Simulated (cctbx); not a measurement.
## Ca3ZnSb2O9 across an absorption edge

Space group P2_1/c (no. 14), a = 10.0480 Å, b = 5.8800 Å, c = 17.4670 Å, α = 90.00°, β = 123.96°, γ = 90.00°.

```csv
atom,mult.,x,y,z,Ueq (Å²)
Sb1,4,0.3222,0.4925,0.1611,0.0085
Sb2,4,0.8247,0.5114,0.6629,0.0113
Zn1,2,1/2,0,1/2,0.0245
Zn2,2,0,0,0,0.0132
Ca1,4,0.2149,0.0160,0.2293,0.0143
Ca2,4,0.8714,0.0101,0.5654,0.0194
Ca3,4,0.4498,0.9904,0.0987,0.0103
O1,4,0.8758,0.6857,0.9054,0.0194
O2,4,0.3854,0.3990,0.0711,0.0244
O3,4,0.7305,0.4080,0.7388,0.0253
O4,4,0.4528,0.2893,0.7502,0.0218
O5,4,0.9828,0.2043,0.7161,0.0163
O6,4,0.9289,0.5960,0.5908,0.0265
O7,4,0.6631,0.1970,0.0580,0.0293
O8,4,0.6801,0.7900,0.6180,0.0307
O9,4,0.7784,0.2100,0.9123,0.0288
```

This is a model crystal, built by substitution and not relaxed, with assumed displacement parameters.

Calculated with cctbx: free-atom f′ and f″ from the Sasaki tables, no fine structure; amplitudes in electrons.

```
E (eV)  F 1 0 2  F 2 0 0  F 0 0 2  F 0 2 0
  9059     10.6    143.8     74.5    506.6
  9409     10.7    146.9     77.6    503.2
  9539     10.7    149.7     80.4    500.4
  9599     10.7    152.4     83.1    497.7
  9629     10.7    155.2     85.9    494.9
  9644     10.7    158.1     88.8    492.1
  9651     10.8    160.6     91.4    489.5
  9655     10.8    163.5     94.2    486.8
  9663     10.8    162.8     93.7    487.7
  9667     10.7    159.7     90.6    490.7
  9674     10.7    157.0     87.8    493.4
  9689     10.7    153.9     84.7    496.3
  9719     10.7    150.9     81.6    499.3
  9809     10.7    146.9     77.6    503.0
 10059     10.6    142.2     72.9    507.1
```

**Question.** Which edge is crossed, and why do the reflections move as they do?

The K edge of Zn. The edge is at 9659 eV. f′ of Zn falls from -4.0 e at 9539 eV to -7.6 e at 4 eV below it, and f″ steps from 0.49 to 3.89 e across it. Over that approach |F| changes by +1 % (1 0 2), +9 % (2 0 0), +17 % (0 0 2) and -3 % (0 2 0): a reflection falls where Zn scatters in phase with the total and rises where it scatters against it; it hardly moves where the Zn term is small or cancels by symmetry. Above the edge the larger f″ enters the imaginary part, where it can add to or cancel the other atoms' f″. The structure is centrosymmetric, so Friedel mates stay equal.

[Logs are printed without paths, hosts, clocks, repeated set-up lines and the standing remarks that a program may print on its own settings, such as how far it seeks lower states.]
